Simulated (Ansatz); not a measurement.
# BaPdO3 (cubic perovskite) (Pm-3m): how robust is the cRPA U?

Aim: hold the target of a cRPA run on BaPdO3 (cubic perovskite) (Pm-3m) and move one thing at a time.

Calculated with Ansatz 0.2.0; constrained RPA on LDA, plane waves, PAW.

The structure was built from a prototype and need not be the compound's stable phase.

## Step 1: The structure

The structure is cubic, space group Pm-3m (No. 221). Conventional cell: a = 3.985 Å, b = 3.985 Å, c = 3.985 Å, α = 90.00°, β = 90.00°, γ = 90.00°. Ba has 12 O at 2.82 Å nearest. Nearest to Pd lie 6 O at 1.99 Å. Nearest to O lie 2 Pd at 1.99 Å and 4 Ba at 2.82 Å. Farther neighbours and most contacts between anions are not listed.

Structure file:

```cif
data_structure
_symmetry_space_group_name_H-M 'Pm-3m'
_symmetry_Int_Tables_number 221
_cell_length_a 3.9852
_cell_length_b 3.9852
_cell_length_c 3.9852
_cell_angle_alpha 90.000
_cell_angle_beta 90.000
_cell_angle_gamma 90.000
_cell_volume 63.29
loop_
_atom_site_label
_atom_site_type_symbol
_atom_site_symmetry_multiplicity
_atom_site_Wyckoff_symbol
_atom_site_fract_x
_atom_site_fract_y
_atom_site_fract_z
_atom_site_occupancy
Ba1 Ba 1 a 0.00000 0.00000 0.00000 1
Pd1 Pd 1 b 0.50000 0.50000 0.50000 1
O1 O 3 c 0.00000 0.50000 0.50000 1
```

The structure was relaxed with LDA. The structure type comes from a generator and need not be one that this composition takes. The structure was generated from a model, not taken from a measurement. The runs that relaxed it are not among those shown. The program's search for lower electronic states was switched off, so nothing shows that the state found is the lowest. Spin-orbit coupling is left out unless a step names it. The default PAW set here is soft_2. Its files were made with PBE.

## Step 2: Base: Pd d + anion p, bands v12 to c2, 4×4×4 mesh, medium accuracy

Constrained RPA screens the interaction with every transition except those inside the target bands, which a later many-body model would treat itself.

Contents of input.yaml:

```yaml
crystal:
  lattice:
    - [0.0, 0.0, -3.98520545]
    - [0.0, -3.98520545, 0.0]
    - [-3.98520545, 0.0, 0.0]
  atoms:
    - { symbol: Ba, position: [0.0, 0.0, 0.0] }
    - { symbol: Pd, position: [0.5, 0.5, 0.5] }
    - { symbol: O, position: [0.5, 0.5, 0.0] }
    - { symbol: O, position: [0.5, 0.0, 0.5] }
    - { symbol: O, position: [0.0, 0.5, 0.5] }
kpoints:
  mp_grid: { grid: [8, 8, 8] }
hamiltonian:
  xc: lda
scf:
  occupations: { method: gaussian, width: 0.08 }
  n_extra_bands: 19
  max_iter: 150
  lower_state_search: "off"
output:
  crpa:
    kmesh: [4, 4, 4]
    target_bands: [v12, c2]
    projections: [{ species: Pd, l: d, shell: 4 }, { species: O, l: p, shell: 2 }]
  local_orbitals:
    kmesh: [8, 8, 8]
    orbitals: [{ species: Pd, l: d, shell: 4 }, { species: O, l: p, shell: 2 }]
    window: { bands: [v12, c2] }
    seedname: lo
```

Command:

```bash
> ansatz run input.yaml --threads 4 --pin off --max-ram 9216MiB --backend cpu --events-out ev --progress --plain --runs-dir out
```

Numbers of over 12 decimals in the logs are rounded to 6 here.

The program printed:

```text
scf.n_extra_bands = 19 over 23 filled bands (N_el = 46.0): the run solves 42 bands
Engine: ansatz 0.2.0, aarch64-unknown-linux-gnu
Pseudopotentials: kind: paw
Pseudopotential: Ba, paw, valence charge 10, recommended cutoff 420 eV (normal), Ba.paw.azcp
Pseudopotential: Pd, paw, valence charge 18, recommended cutoff 420 eV (normal), Pd.paw.azcp
Pseudopotential: O, paw, valence charge 6, recommended cutoff 420 eV (normal), O.paw.azcp
Functional definition: SPW92
  exchange = slater_x
  correlation = pw_c
Crystal: 5 atoms, lattice volume = 63.292 Å³
Basis set: ecut = 420 eV, 1237 PW (Γ)
Bands: 42, of which v1, the nominal top of the filled ones, is band 23 counted from 1 (22 counted from 0)
Symmetry: 48 space group operations
Space group: Pm-3m (ITA 221), of the structure as read, at distance tolerance 4.0e-5 Å
k-points: 35 of 512
Non-local potential: Ba, projectors of the file, l = 0: 3, l = 1: 2, l = 2: 2, l = 3: 2
Non-local potential: Pd, projectors of the file, l = 0: 2, l = 1: 2, l = 2: 2, l = 3: 1
Non-local potential: O, projectors of the file, l = 0: 2, l = 1: 2, l = 2: 1
PAW form: soft (Blöchl's): semilocal exchange-correlation on the pseudo side does not see the compensation charge
PAW frozen core: Ba, regenerated for the run's functional, and the local potential with it (the file was generated under x = pbe(κ = 0.804, μ = 0.219515), c = pbe(β = 0.066725))
PAW frozen core: Pd, regenerated for the run's functional, and the local potential with it (the file was generated under x = pbe(κ = 0.804, μ = 0.219515), c = pbe(β = 0.066725))
PAW frozen core: O, regenerated for the run's functional, and the local potential with it (the file was generated under x = pbe(κ = 0.804, μ = 0.219515), c = pbe(β = 0.066725))
PAW one-centre angular grid: Ba, 194 points (default); XC on 64 Gauss nodes
PAW one-centre angular grid: Pd, 590 points (default); XC on 64 Gauss nodes
PAW one-centre angular grid: O, 110 points (default); XC on 64 Gauss nodes
Initial density: superposition of atomic densities (neutral atoms: chi_scale 0, normalization atom), corrected by the library's trained network
Initial wavefunctions: pseudopotential atomic-orbital guess
Functional: x = slater, c = lda
SCF iter   1: F=—  HF=-14289.627759 eV  |F-HF|=—  |Δ(HF+E_count)|=         —  Δρ=1.91e-2  dr2=1.79e-1  ethr=1.77e-3  ⟨swp⟩=6.8  Hψ=7498  notcnv=0  defer=211
preconditioner: auto → Kerker (q_TF=auto, 2.587 Å⁻¹)  [metal: Δε(μ)=0.034 eV  Ē_g=17.441 eV  σ=0.080 eV  W_gap=0.23  n_scr=18 (ndim 8)  ℏωp=28.8 eV  f_vac=0.000  D(μ)=4.62/eV (n_scr^D=56)]
SCF iter   2: F=—  HF=-14289.592222 eV  |F-HF|=—  |Δ(HF+E_count)|=   3.55e-2  Δρ=1.03e-2  dr2=5.91e-2  ethr=3.89e-4  ⟨swp⟩=1.9  Hψ=1888  notcnv=0  defer=386
[...]
--- Per-component energies (eV) ---
  E_band       = -222.576808
  E_kinetic    = 1201.048170
  E_local      = -3819.214513  (includes V_loc(G=0)·N_el)
  E_nonlocal   = 432.677355
  E_hartree    = 1533.001031
  E_xc         = -553.122161
  E_vxc        = -628.217025  (∫ρ·V_xc dr)
  E_paw        = -9118.134436  (= ΣΔE_a)
  E_vpaw       = -474.888583  (= ΣTr[D̂ρ^β])
  E_aug_tail   = 0.007661  (compensation charges beyond the density's cutoff)
  E_ewald      = -3967.079821
  E_core_change = 1.254014  (= ΣΔE_core)
  E_smearing   = -0.015347  (= −TS)
  E_closure    = 0.000000  (closes the sum)
  Σ components = -14289.578046   (vs F -14289.578046, Δ=0.00e0)
--- Band table (eV; the first three rows and the last of 35) ---
  k-point 0: bands = [... 19 lower, 10.0137, 10.2378, 10.2378, 10.8459, 10.8459, 10.8459, 16.4856, 16.4856, ... 15 higher]
  k-point 1: bands = [... 19 lower, 10.1726, 10.1726, 10.2400, 10.8925, 10.8925, 11.5479, 16.7636, 16.7852, ... 15 higher]
  k-point 2: bands = [... 19 lower, 10.2358, 10.2358, 10.2424, 11.2132, 11.2132, 12.5992, 17.4461, 17.5724, ... 15 higher]
  k-point 34: bands = [... 19 lower, 11.1516, 12.2529, 12.2529, 12.2529, 16.1036, 16.1036, 18.0900, 18.0900, ... 15 higher]
--- cRPA (band scheme, projected local orbitals): target bands 12..25 (1-based), 14 Wannier function(s), 4×4×4 mesh, 50 bands' worth read of 55 solved, ecut_chi 136.0 eV, v(q+G=0) probe_charge, pair densities all_electron ---
  bands read: the sum over 50 bands ends inside a degenerate multiplet in 8 slots, whose members it reads at an even weight; the widest, k=42: bands 49 to 51 (counted from 1) at 2/3 each
  χ-basis size per q: N_G = 208..251
  window electrons = 24.0000, filled by tetrahedron_uncorrected; constrained ε̄⁻¹(q = 0, 0) head = 0.318755; min gauge Gram eig = 0.7955
  Kanamori averages over each shell's own Wannier functions (sites counted from 0, functions from 1):
  Each shell's averages of U are screened by what lies outside the whole window alone: parameters of one model of all the shells.
    Site 1, 4D, 5 of 5 d orbitals (Wannier functions 1, 2, 3, 4, 5; wannier90's mr 1, 2, 3, 4, 5):
      screened: U = 8.1336 eV, U' = 7.0062 eV, J = 0.5628 eV
      screened, to within: U = 1.9e-2 eV, U' = 1.9e-2 eV, J = 9.1e-4 eV
      bare: V = 18.5778 eV, V' = 17.1292 eV, J = 0.7160 eV
    Site 2, 2P, 3 of 3 p orbitals (Wannier functions 6, 7, 8; wannier90's mr 1, 2, 3):
      screened: U = 6.9604 eV, U' = 5.5837 eV, J = 0.6852 eV
      screened, to within: U = 1.5e-2 eV, U' = 1.5e-2 eV, J = 1.2e-3 eV
      bare: V = 18.4918 eV, V' = 16.7279 eV, J = 0.8776 eV
    Site 3, 2P, 3 of 3 p orbitals (Wannier functions 9, 10, 11; wannier90's mr 1, 2, 3):
      screened: U = 6.9604 eV, U' = 5.5837 eV, J = 0.6852 eV
      screened, to within: U = 1.5e-2 eV, U' = 1.5e-2 eV, J = 1.2e-3 eV
      bare: V = 18.4918 eV, V' = 16.7279 eV, J = 0.8776 eV
    Site 4, 2P, 3 of 3 p orbitals (Wannier functions 12, 13, 14; wannier90's mr 1, 2, 3):
      screened: U = 6.9604 eV, U' = 5.5837 eV, J = 0.6852 eV
      screened, to within: U = 1.5e-2 eV, U' = 1.5e-2 eV, J = 1.2e-3 eV
      bare: V = 18.4918 eV, V' = 16.7279 eV, J = 0.8776 eV
  Hermiticity witness max|P − P†| over intra, direct and exchange elements: 1.07e-14 eV (screened), 7.11e-15 eV (bare)
  Reality witness max|Im| over intra, direct and exchange elements: 4.95e-9 eV (screened), 2.04e-12 eV (bare)
[key lines of the parts left out:]
SCF converged after 8 iterations
Free energy (F): -14289.578046 eV
Fermi energy:    11.785974 eV
```

Elapsed: 3.3 min, on 4 threads of Arm Neoverse V1, shared host; peak memory 0.77 GiB.

In the SCF lines HF is the Harris–Foulkes energy and dr2 the Hartree energy of the density residual, in eV; the loop may stop once dr2 is under the threshold and the program's other checks hold. Hψ counts applications of the Hamiltonian.

Numbers from this step:

```yaml
u: 8.134 eV
u_prime_inter_orbital: 7.006 eV
j: 0.5628 eV
bare_v: 18.58 eV
bare_j: 0.7160 eV
stated_bound_on_u: 0.01815 eV
u_over_bare_v: 0.4378
electrons_in_the_window: 24.00
head_of_the_constrained_inverse_dielectric_matrix: 0.3188
least_eigenvalue_of_the_projection_s_overlap: 0.7955
target_functions: 14
bands_in_the_sums: 50
r_m_s_miss_of_the_model_bands: 1.46e-4 eV
width_of_the_target_bands: 11.51 eV
weight_of_the_projected_orbitals_in_the_window: 0.9375
```

On the Pd d shell, screening brings the on-site interaction from 18.6 eV down to U = 8.13 eV.

## Step 3: Changed: 2×2×2 mesh

input.yaml, the sections that differ from step 2:

```yaml
output:
  crpa:
    kmesh: [2, 2, 2]
    target_bands: [v12, c2]
    projections: [{ species: Pd, l: d, shell: 4 }, { species: O, l: p, shell: 2 }]
# crystal, kpoints, hamiltonian, scf: as in step 2
```

The program printed:

```text
[...]
Crystal: 5 atoms, lattice volume = 63.292 Å³
Basis set: ecut = 420 eV, 1237 PW (Γ)
Bands: 42, of which v1, the nominal top of the filled ones, is band 23 counted from 1 (22 counted from 0)
Symmetry: 48 space group operations
[...]
k-points: 35 of 512
[...]
SCF iter   1: F=—  HF=-14289.627759 eV  |F-HF|=—  |Δ(HF+E_count)|=         —  Δρ=1.91e-2  dr2=1.79e-1  ethr=1.77e-3  ⟨swp⟩=6.8  Hψ=7498  notcnv=0  defer=211
[...]
SCF iter   8: F=-14289.578046 eV  HF=-14289.578046 eV  |F-HF|=1.87e-8  |Δ(HF+E_count)|=   6.57e-8  Δρ=4.91e-6  dr2=2.10e-8  ethr=2.17e-10  ⟨swp⟩=9.6  Hψ=6430  notcnv=0
SCF 1 converged in 8 iterations: F = -14289.578046 eV  dr2 = 2.10e-8
[...]
NSCF: frozen V_eff on 4 k-points
[...]
cRPA screening: q 1/8
cRPA screening: q 2/8
cRPA screening: q 5/8 (q-point 4)
cRPA screening: q 8/8
SCF converged after 8 iterations
Free energy (F): -14289.578046 eV
[...]
χ-basis size per q: N_G = 208..251
[...]
screened: U = 8.1726 eV, U' = 7.0401 eV, J = 0.5646 eV
      screened, to within: U = 1.6e-2 eV, U' = 1.6e-2 eV, J = 9.1e-4 eV
      bare: V = 18.7142 eV, V' = 17.2607 eV, J = 0.7189 eV
    Site 2, 2P, 3 of 3 p orbitals (Wannier functions 6, 7, 8; wannier90's mr 1, 2, 3):
      screened: U = 7.0139 eV, U' = 5.6231 eV, J = 0.6913 eV
      screened, to within: U = 1.2e-2 eV, U' = 1.2e-2 eV, J = 1.2e-3 eV
      bare: V = 18.7306 eV, V' = 16.9523 eV, J = 0.8830 eV
    Site 3, 2P, 3 of 3 p orbitals (Wannier functions 9, 10, 11; wannier90's mr 1, 2, 3):
      screened: U = 7.0139 eV, U' = 5.6231 eV, J = 0.6913 eV
      screened, to within: U = 1.2e-2 eV, U' = 1.2e-2 eV, J = 1.2e-3 eV
      bare: V = 18.7306 eV, V' = 16.9523 eV, J = 0.8830 eV
    Site 4, 2P, 3 of 3 p orbitals (Wannier functions 12, 13, 14; wannier90's mr 1, 2, 3):
      screened: U = 7.0139 eV, U' = 5.6231 eV, J = 0.6913 eV
      screened, to within: U = 1.2e-2 eV, U' = 1.2e-2 eV, J = 1.2e-3 eV
      bare: V = 18.7306 eV, V' = 16.9523 eV, J = 0.8830 eV
[...]
[key lines of the parts left out:]
Fermi energy:    11.785974 eV
```

It took 21 s on 4 threads; peak memory 0.65 GiB; 70 s of CPU time.

Numbers from this step:

| Quantity | Value |
| --- | --- |
| U | 8.173 eV |
| U prime (inter-orbital) | 7.040 eV |
| J | 0.5646 eV |
| bare V | 18.71 eV |
| bare J | 0.7189 eV |
| stated bound on U | 0.01529 eV |
| U over bare V | 0.4367 |
| electrons in the window | 24 |
| head of the constrained inverse dielectric matrix | 0.3039 |
| least eigenvalue of the projection's overlap | 0.7955 |
| target functions | 14 |
| bands in the sums | 50 |
| width of the target bands | 11.51 eV |
| weight of the projected orbitals in the window | 0.9375 |

On the Pd d shell, screening brings the on-site interaction from 18.7 eV down to U = 8.17 eV.

## Step 4: Changed: accuracy low

input.yaml: that of step 3 with these lines changed.

```diff
@@ -22,4 +22,5 @@
   crpa:
-    kmesh: [2, 2, 2]
+    kmesh: [4, 4, 4]
     target_bands: [v12, c2]
     projections: [{ species: Pd, l: d, shell: 4 }, { species: O, l: p, shell: 2 }]
+    accuracy: low
```

The program printed:

```text
[...]
Crystal: 5 atoms, lattice volume = 63.292 Å³
Basis set: ecut = 420 eV, 1237 PW (Γ)
Bands: 42, of which v1, the nominal top of the filled ones, is band 23 counted from 1 (22 counted from 0)
Symmetry: 48 space group operations
[...]
k-points: 35 of 512
[...]
screened: U = 6.9446 eV, U' = 5.5696 eV, J = 0.6844 eV
      screened, to within: U = 9.9e-2 eV, U' = 9.9e-2 eV, J = 1.2e-2 eV
      bare: V = 18.4918 eV, V' = 16.7279 eV, J = 0.8776 eV
    Site 4, 2P, 3 of 3 p orbitals (Wannier functions 12, 13, 14; wannier90's mr 1, 2, 3):
      screened: U = 6.9446 eV, U' = 5.5696 eV, J = 0.6844 eV
      screened, to within: U = 9.9e-2 eV, U' = 9.9e-2 eV, J = 1.2e-2 eV
      bare: V = 18.4918 eV, V' = 16.7279 eV, J = 0.8776 eV
[...]
[key lines of the parts left out:]
SCF converged after 8 iterations
Free energy (F): -14289.578046 eV
Fermi energy:    11.785974 eV
```

Run time: 2.6 min. Hardware: 4 threads; peak memory 0.71 GiB; 9.9 min of CPU time.

Numbers from this step:

```
U                                                 : 8.099 eV
U prime (inter-orbital)                           : 6.974 eV
J                                                 : 0.5618 eV
bare V                                            : 18.58 eV
bare J                                            : 0.7160 eV
stated bound on U                                 : 0.1519 eV
U over bare V                                     : 0.4359
electrons in the window                           : 24.00
head of the constrained inverse dielectric matrix : 0.3187
least eigenvalue of the projection's overlap      : 0.7955
target functions                                  : 14
bands in the sums                                 : 50
width of the target bands                         : 11.51 eV
weight of the projected orbitals in the window    : 0.9375
```

On the Pd d shell, screening brings the on-site interaction from 18.6 eV down to U = 8.10 eV.

## Step 5: Changed: sums over states on smooth products

input.yaml: that of step 4 with these lines changed.

```diff
@@ -25,2 +25,5 @@
     projections: [{ species: Pd, l: d, shell: 4 }, { species: O, l: p, shell: 2 }]
-    accuracy: low
+    accuracy: sum_over_states
+    pair_densities: pseudo
+    n_empty_bands: 46
+    ecut_chi: 136
```

The program printed:

```text
[...]
Crystal: 5 atoms, lattice volume = 63.292 Å³
Basis set: ecut = 420 eV, 1237 PW (Γ)
Bands: 42, of which v1, the nominal top of the filled ones, is band 23 counted from 1 (22 counted from 0)
Symmetry: 48 space group operations
[...]
k-points: 35 of 512
[...]
screened: U = 7.3009 eV, U' = 5.6542 eV, J = 0.8202 eV
      bare: V = 18.4918 eV, V' = 16.7279 eV, J = 0.8776 eV
    Site 3, 2P, 3 of 3 p orbitals (Wannier functions 9, 10, 11; wannier90's mr 1, 2, 3):
      screened: U = 7.3009 eV, U' = 5.6542 eV, J = 0.8202 eV
      bare: V = 18.4918 eV, V' = 16.7279 eV, J = 0.8776 eV
    Site 4, 2P, 3 of 3 p orbitals (Wannier functions 12, 13, 14; wannier90's mr 1, 2, 3):
      screened: U = 7.3009 eV, U' = 5.6542 eV, J = 0.8202 eV
      bare: V = 18.4918 eV, V' = 16.7279 eV, J = 0.8776 eV
[...]
[key lines of the parts left out:]
SCF converged after 8 iterations
Free energy (F): -14289.578046 eV
Fermi energy:    11.785974 eV
```

Elapsed: 12 s, on 4 threads; peak memory 0.59 GiB.

This variant gives U = 8.70 eV against 8.13 eV. It is a finite sum over empty states with no bound on its error and stays out of the table below.

## Step 6: Changed: sums without a band count

input.yaml: that of step 5 with these lines changed.

```diff
@@ -26,4 +26 @@
     accuracy: sum_over_states
-    pair_densities: pseudo
-    n_empty_bands: 46
-    ecut_chi: 136
```

The program printed:

```text
Error: 2 input errors — fix all and re-run
  1. invalid value for `output.crpa.n_empty_bands`: is left out, and the sums over bands alone (accuracy: sum_over_states under output.crpa) have no default for it, since their result follows it; type one, or take accuracy: low, medium or high under output.crpa
  2. invalid value for `output.crpa.ecut_chi`: is left out, and the sums over bands alone (accuracy: sum_over_states under output.crpa) have no default for it, since their result follows it; type one, or take accuracy: low, medium or high under output.crpa
```

It took 0.12 s on 4 threads; peak memory 0.092 GiB.

The program refused the input before any cycle.

The program's message: “Error: 2 input errors — fix all and re-run”

The fault put into this input: sums without a band count.

(Continued in part 2 of 2.)

[Paths, hosts, dates, memory and timing lines, banners, echoed tables and standing remarks are left out of the program output.]

[Logs are printed without paths, hosts, clocks, repeated set-up lines and the standing remarks that a program may print on its own settings, such as how far it seeks lower states.]

[Runs of the session that timed out or met a known fault of the program may be left out.]

[Hosts, paths, dates, database ids (printed as entryN), source tags and the programs' standing remarks are cut or masked in the printed files.]
